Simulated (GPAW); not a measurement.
# Dielectric function and optical constants of MoS2

Aim: the dielectric function of MoS2, and the optical constants that follow from it. The cell comes from an older database entry, whose edges can differ from later determinations, mostly by under a per cent.

Calculated with GPAW 26.7.0; DFT, PBE, plane-wave PAW (GPAW data sets), scalar-relativistic, RPA, optical limit.

Most raw output is cut from this account.

The database entry behind the starting cell differs from later determinations by our own check (about 0.3 % long), so it need not match the best structure at ambient conditions.

## 1. The structure

The structure is hexagonal, space group P6_3/mmc (No. 194). The conventional cell has a = 3.169 Å, b = 3.169 Å, c = 12.324 Å, α = 90.00°, β = 90.00°, γ = 120.00°. Nearest to Mo lie 6 S at 2.41 Å. S has 3 Mo at 2.41 Å nearest. Farther neighbours and most contacts between anions are not listed.

## 2. Ground state

The self-consistent density comes first; it also tells whether there is a gap, which decides the occupations and the need for a Drude term.

This step: DFT, PBE, plane-wave PAW (GPAW data sets), scalar-relativistic, ground state (GPAW 26.7.0).

Input file gs.py:

```python
from ase import Atoms
from ase.dft.bandgap import bandgap
from gpaw import GPAW, PW, FermiDirac

atoms = Atoms(['Mo', 'Mo', 'S', 'S', 'S', 'S'],
              cell=[[3.169000000000, 0.000000000000, 0.000000000000],
                    [-1.584500000000, 2.744434504600, 0.000000000000],
                    [0.000000000000, 0.000000000000, 12.324000000000]],
              scaled_positions=[[0.666666666700, 0.333333333300, 0.750000000000],
                                [0.333333333300, 0.666666666700, 0.250000000000],
                                [0.666666666700, 0.333333333300, 0.377000000000],
                                [0.333333333300, 0.666666666700, 0.877000000000],
                                [0.666666666700, 0.333333333300, 0.123000000000],
                                [0.333333333300, 0.666666666700, 0.623000000000]],
              pbc=[True, True, True])
atoms.calc = GPAW(mode=PW(500), xc='PBE', kpts={'size': (9, 9, 2), 'gamma': True},
                  occupations=FermiDirac(0.05), maxiter=150, txt='gs.txt')
print('energy (eV)', atoms.get_potential_energy())
print('Fermi level (eV)', atoms.calc.get_fermi_level())
print('valence electrons', atoms.calc.get_number_of_electrons())
print('gap (eV)', bandgap(atoms.calc, output=None)[0])
print('direct gap (eV)', bandgap(atoms.calc, direct=True, output=None)[0])
atoms.calc.write('gs.gpw')
```

Launch:

```bash
$ OMP_NUM_THREADS=1 python gs.py
```

The job ended after 49 s (1 thread of Arm Neoverse V1, shared host; peak memory 0.21 GiB).

Read-outs, printed or worked out from the files:

* energy: -44.13 eV
* Fermi energy: 8.579 eV
* gap on the k-mesh: 0.9549 eV
* direct gap on the mesh: 1.637 eV
* electrons: 52

There is a gap, 0.95 eV on this mesh (points off the mesh can give less), so no carriers' term is needed.

## 3. Bands for the response

The response needs many more empty bands than the density does.

This step: DFT, PBE, plane-wave PAW (GPAW data sets), scalar-relativistic, bands at fixed density (GPAW 26.7.0).

Input file nscf.py:

```python
from ase.dft.bandgap import bandgap
from gpaw import GPAW, FermiDirac

calc = GPAW('gs.gpw').fixed_density(kpts={'size': (12, 12, 3), 'gamma': True}, nbands=80, convergence={'bands': 74},
                                    occupations=FermiDirac(0.001), txt='nscf.txt')
print('gap (eV)', bandgap(calc, output=None)[0])
print('direct gap (eV)', bandgap(calc, direct=True, output=None)[0])
print('top band over the Fermi level (eV)', min(calc.get_eigenvalues(kpt=k)[73] for k in range(len(calc.get_ibz_k_points()))) - calc.get_fermi_level())
calc.write('full.gpw', mode='all')
```

Launch:

```bash
$ OMP_NUM_THREADS=1 python nscf.py
```

It took 7.3 min on 1 thread; peak memory 0.39 GiB.

Read-outs, printed or worked out from the files:

| Item | Value |
| --- | --- |
| gap on the k-mesh | 0.8810 eV |

## 4. Dielectric function, RPA

Local fields let the induced charge screen the field inside the cell, which as a rule lowers ε, most along directions where the density is uneven.

This step: DFT, PBE, plane-wave PAW (GPAW data sets), scalar-relativistic, RPA, optical limit (GPAW 26.7.0).

Input file df.py:

```python
from gpaw.response.df import DielectricFunction

df = DielectricFunction('full.gpw', frequencies={'type': 'nonlinear', 'domega0': 0.03, 'omega2': 8},
                        ecut=50,
                        eta=0.15,
                        nbands=74,
                        txt='df.txt')
for direction in ['x', 'z']:
    df.get_dielectric_function(xc='RPA', direction=direction, filename=f'df_{direction}.csv')
```

Launch:

```bash
$ OMP_NUM_THREADS=1 python df.py
```

Wall time 59 s (1 thread); peak memory 0.42 GiB.

Read-outs, printed or worked out from the files:

- electronic dielectric constant ε∞, mean over x, y and z (by symmetry where fewer were run): 11.12
- main peak of Im epsilon, first axis: 2.938 eV

Some rows of df_x.csv (energy; Re and Im without local fields; Re and Im with them):

```text
0.000000, 14.599594, -0.000000, 13.737061, -0.000000
0.429336, 14.848388, 0.181698, 13.960155, 0.162561
0.878195, 15.747596, 0.458558, 14.761275, 0.405799
1.347938, 17.972507, 1.228420, 16.709954, 1.056705
1.840057, 20.904505, 4.716274, 19.270367, 3.884268
2.356191, 21.999960, 15.039819, 21.381491, 12.034924
2.898142, 8.893109, 20.968459, 11.550654, 21.590021
3.467895, 4.228799, 12.855538, 3.516399, 13.930075
4.067647, 3.821613, 14.819243, 2.744842, 14.734830
4.699832, 0.043089, 11.924367, -0.590314, 11.292087
5.367152, -1.354764, 10.473602, -1.552950, 9.440820
6.072622, -2.721741, 6.969973, -2.272418, 6.411154
6.819608, -1.999818, 4.875552, -2.019736, 4.825711
7.611886, -1.461581, 3.641649, -1.546739, 3.607134
8.453705, 0.162432, 1.948357, -0.230752, 1.935424
9.349861, 1.422911, 3.349499, 0.751803, 2.962124
10.305790, 0.805997, 4.961250, 0.423557, 3.870523
11.327680, -1.513803, 4.824651, -0.973826, 3.913334
12.422601, -1.369149, 2.966949, -1.022280, 2.410757
13.598673, -1.155474, 2.322420, -0.801556, 1.768237
```

The Im ε has structure finer than the step of the table below, so its rows give means over 0.5 eV, whole bins alone (the curve runs from 0 to 14.0 eV). Peaks (eV: height): E ∥ x 2.94: 21.6; E ∥ z 2.74: 4.51, 7.61: 4.28, 9.62: 7.19.

Values under the direct gap are tails of Lorentzian lines. The Im ε by photon energy; means over each step:

| photon energy (eV) | E ∥ x | E ∥ z |
| --- | --- | --- |
| 0.5 | 0.198 | 0.0382 |
| 1.0 | 0.529 | 0.0924 |
| 1.5 | 1.95 | 0.208 |
| 2.0 | 6.22 | 0.768 |
| 2.5 | 15.2 | 3.83 |
| 3.0 | 20.6 | 3.72 |
| 3.5 | 14.4 | 2.99 |
| 4.0 | 14.0 | 2.94 |
| 4.5 | 12.3 | 2.53 |
| 5.0 | 9.99 | 2.34 |
| 5.5 | 8.86 | 2.47 |
| 6.0 | 6.64 | 2.71 |
| 6.5 | 5.52 | 2.65 |
| 7.0 | 4.56 | 3.14 |
| 7.5 | 3.70 | 3.91 |
| 8.0 | 2.66 | 3.51 |
| 8.5 | 2.01 | 3.08 |
| 9.0 | 2.53 | 4.19 |
| 9.5 | 3.10 | 6.70 |
| 10.0 | 3.82 | 6.90 |
| 10.5 | 3.96 | 6.33 |
| 11.0 | 3.88 | 5.58 |
| 11.5 | 3.37 | 5.49 |
| 12.0 | 2.80 | 4.51 |
| 12.5 | 2.39 | 3.60 |
| 13.0 | 2.34 | 2.89 |
| 13.5 | 1.86 | 1.97 |

The Re ε by photon energy:

| photon energy (eV) | E ∥ x | E ∥ z |
| --- | --- | --- |
| 0.0 | 13.7 | 5.89 |
| 0.5 | 14.0 | 5.95 |
| 1.0 | 15.1 | 6.15 |
| 1.5 | 17.8 | 6.60 |
| 2.0 | 21.2 | 7.67 |
| 2.5 | 20.0 | 7.42 |
| 3.0 | 8.59 | 5.05 |
| 3.5 | 3.71 | 4.18 |
| 4.0 | 3.60 | 4.23 |
| 4.5 | -0.528 | 4.00 |
| 5.0 | -1.48 | 4.25 |
| 5.5 | -2.12 | 4.32 |
| 6.0 | -2.34 | 4.48 |
| 6.5 | -1.98 | 4.34 |
| 7.0 | -1.72 | 4.82 |
| 7.5 | -1.58 | 4.56 |
| 8.0 | -1.56 | 3.36 |
| 8.5 | -0.0861 | 4.13 |
| 9.0 | 0.864 | 5.40 |
| 9.5 | 1.08 | 4.43 |
| 10.0 | 0.689 | 2.44 |
| 10.5 | 0.253 | 0.513 |
| 11.0 | -0.273 | 0.473 |
| 11.5 | -1.33 | -0.302 |
| 12.0 | -0.892 | -1.43 |
| 12.5 | -0.961 | -1.31 |
| 13.0 | -0.890 | -1.34 |
| 13.5 | -0.919 | -0.859 |

The loss function −Im 1/ε at q → 0 has structure finer than the step of the table below, so its rows give means over 0.5 eV, whole bins alone (the curve runs from 0 to 14.0 eV). Peaks (eV: height): E ∥ x 8.52: 0.516; E ∥ z 7.97: 0.153.

Values under the direct gap are tails of Lorentzian lines. Loss function −Im 1/ε at q → 0 against energy loss; means over each step:

| energy loss (eV) | E ∥ x | E ∥ z |
| --- | --- | --- |
| 0.5 | 9.9e-4 | 0.00107 |
| 1.0 | 0.00226 | 0.00242 |
| 1.5 | 0.00593 | 0.00469 |
| 2.0 | 0.0129 | 0.0120 |
| 2.5 | 0.0238 | 0.0549 |
| 3.0 | 0.0411 | 0.0944 |
| 3.5 | 0.0655 | 0.105 |
| 4.0 | 0.0678 | 0.108 |
| 4.5 | 0.0816 | 0.111 |
| 5.0 | 0.0992 | 0.0991 |
| 5.5 | 0.107 | 0.0995 |
| 6.0 | 0.134 | 0.102 |
| 6.5 | 0.159 | 0.101 |
| 7.0 | 0.188 | 0.0983 |
| 7.5 | 0.225 | 0.115 |
| 8.0 | 0.303 | 0.142 |
| 8.5 | 0.478 | 0.115 |
| 9.0 | 0.361 | 0.0895 |
| 9.5 | 0.292 | 0.103 |
| 10.0 | 0.252 | 0.130 |
| 10.5 | 0.251 | 0.157 |
| 11.0 | 0.255 | 0.178 |
| 11.5 | 0.268 | 0.181 |
| 12.0 | 0.320 | 0.204 |
| 12.5 | 0.363 | 0.246 |
| 13.0 | 0.371 | 0.280 |
| 13.5 | 0.434 | 0.422 |

The reflectivity at normal incidence has structure finer than the step of the table below, so its rows give means over 0.5 eV, whole bins alone (the curve runs from 0 to 14.0 eV). Peaks (eV: height): E ∥ x 3.02: 50.4, 11.48: 36.8, 13.34: 36.3; E ∥ z 2.39: 26.8, 7.61: 21.5, 10.52: 33.5, 13.25: 40.1.

Reflectivity at normal incidence against photon energy; means over each step:

| photon energy (eV) | E ∥ x (%) | E ∥ z (%) |
| --- | --- | --- |
| 0.5 | 33.5 | 17.5 |
| 1.0 | 35.0 | 18.1 |
| 1.5 | 38.1 | 19.4 |
| 2.0 | 42.1 | 22.3 |
| 2.5 | 46.7 | 25.5 |
| 3.0 | 49.9 | 20.9 |
| 3.5 | 44.6 | 17.8 |
| 4.0 | 44.6 | 17.5 |
| 4.5 | 46.1 | 15.8 |
| 5.0 | 44.7 | 15.7 |
| 5.5 | 45.9 | 16.2 |
| 6.0 | 44.8 | 17.0 |
| 6.5 | 42.6 | 16.8 |
| 7.0 | 41.1 | 18.8 |
| 7.5 | 39.6 | 20.6 |
| 8.0 | 38.2 | 18.3 |
| 8.5 | 22.0 | 17.7 |
| 9.0 | 16.2 | 22.5 |
| 9.5 | 18.5 | 29.1 |
| 10.0 | 23.4 | 30.8 |
| 10.5 | 26.6 | 32.6 |
| 11.0 | 29.5 | 31.1 |
| 11.5 | 35.1 | 34.1 |
| 12.0 | 32.7 | 37.7 |
| 12.5 | 32.8 | 36.5 |
| 13.0 | 32.4 | 38.0 |
| 13.5 | 33.8 | 33.2 |

Values under the direct gap are tails of Lorentzian lines. Im ε, E ∥ x against photon energy; read off at these points:

| photon energy (eV) | without local fields | with local fields |
| --- | --- | --- |
| 0.00 | 0 | 0 |
| 0.50 | 0.216 | 0.193 |
| 1.00 | 0.575 | 0.506 |
| 1.50 | 2.02 | 1.71 |
| 2.00 | 7.18 | 5.67 |
| 2.50 | 18.7 | 15.4 |
| 2.78 | 21.8 | 21.0 |
| 2.94 | 20.7 | 21.6 |
| 3.00 | 20.1 | 21.5 |
| 3.50 | 12.8 | 13.8 |
| 4.00 | 14.4 | 14.4 |
| 4.07 | 14.8 | 14.7 |
| 4.50 | 12.8 | 12.1 |
| 5.00 | 10.4 | 9.62 |
| 5.50 | 9.97 | 9.03 |
| 6.00 | 7.29 | 6.61 |
| 6.50 | 5.69 | 5.63 |
| 7.00 | 4.59 | 4.48 |
| 7.50 | 3.74 | 3.66 |
| 8.00 | 2.60 | 2.59 |
| 8.50 | 1.96 | 1.94 |
| 9.00 | 2.63 | 2.44 |
| 9.50 | 3.39 | 2.91 |
| 10.00 | 4.70 | 3.83 |
| 10.50 | 5.14 | 4.00 |
| 10.59 | 5.19 | 4.07 |
| 11.00 | 5.06 | 3.84 |
| 11.50 | 4.01 | 3.34 |
| 12.00 | 3.49 | 2.84 |
| 12.50 | 2.89 | 2.34 |
| 13.00 | 2.95 | 2.40 |
| 13.50 | 2.28 | 1.79 |

From ε follow the optical constants at some laser and lamp lines:

| wavelength (nm) | n x | k x | R (%) x | 1/α x | n z | k z | R (%) z | 1/α z |
| --- | --- | --- | --- | --- | --- | --- | --- | --- |
| 1064 | 3.97 | 0.088 | 35.7 | 967 nm | 2.50 | 0.023 | 18.4 | 3.7 µm |
| 800 | 4.27 | 0.243 | 38.6 | 262 nm | 2.58 | 0.042 | 19.5 | 1.5 µm |
| 532 | 4.77 | 1.202 | 45.1 | 35 nm | 3.02 | 0.449 | 26.2 | 94 nm |
| 450 | 4.59 | 2.242 | 49.4 | 16 nm | 2.54 | 0.881 | 23.7 | 41 nm |
| 405 | 3.80 | 2.753 | 50.3 | 12 nm | 2.37 | 0.729 | 20.3 | 44 nm |
| 365 | 3.00 | 2.447 | 45.4 | 12 nm | 2.19 | 0.747 | 18.4 | 39 nm |
| 308 | 3.02 | 2.410 | 45.0 | 10 nm | 2.16 | 0.724 | 17.8 | 34 nm |

Below the direct gap, k and the depth come from the tails of the Lorentzian lines, not from transitions.

Rows near the edge hang on the gap, which this functional as a rule makes too small, and phonon-assisted absorption is left out.

## 5. Summary of results

- electronic dielectric constant ε∞, mean over x, y and z (by symmetry where fewer were run) (RPA): 11.1
- main peak of Im epsilon, first axis: 2.94 eV

What this shows: At this level (PBE, RPA) MoS2 has a mean ε∞ = 11.1 and n = 3.82 at 1550 nm (E ∥ x), and Im ε peaks at 2.9 eV (E ∥ x). On the mesh the gap is 0.88 eV and the least direct gap 1.64 eV, so on this mesh the band edges lie at different points. Local fields change the static value along x from 14.60 to 13.74 (-6 %). Distinct maxima of Im ε, read by a parabola through the highest points, lie at 2.94 eV (22), 4.08 eV (15) and 10.59 eV (4.1) for E ∥ x. The static values by axis are 13.74 (x), 5.89 (z). Excitons and phonon-assisted transitions are missing; PBE gaps are as a rule too small, which pulls the onset down and ε∞ up. The sum runs over mesh points, so small or evenly spaced maxima can still be ripples of the mesh. In this version of GPAW the matrix elements of the optical limit are incomplete, which can lower ε − 1 by up to a tenth where first-row anions or d states rule, and shift it by more in d metals.

[Machine, clock and banner lines and Python warnings are left out of the logs.]

[Logs are printed without paths, hosts, clocks, repeated set-up lines and the standing remarks that a program may print on its own settings, such as how far it seeks lower states.]

[Hosts, paths, dates, database ids (printed as entryN), source tags and the programs' standing remarks are cut or masked in the printed files.]
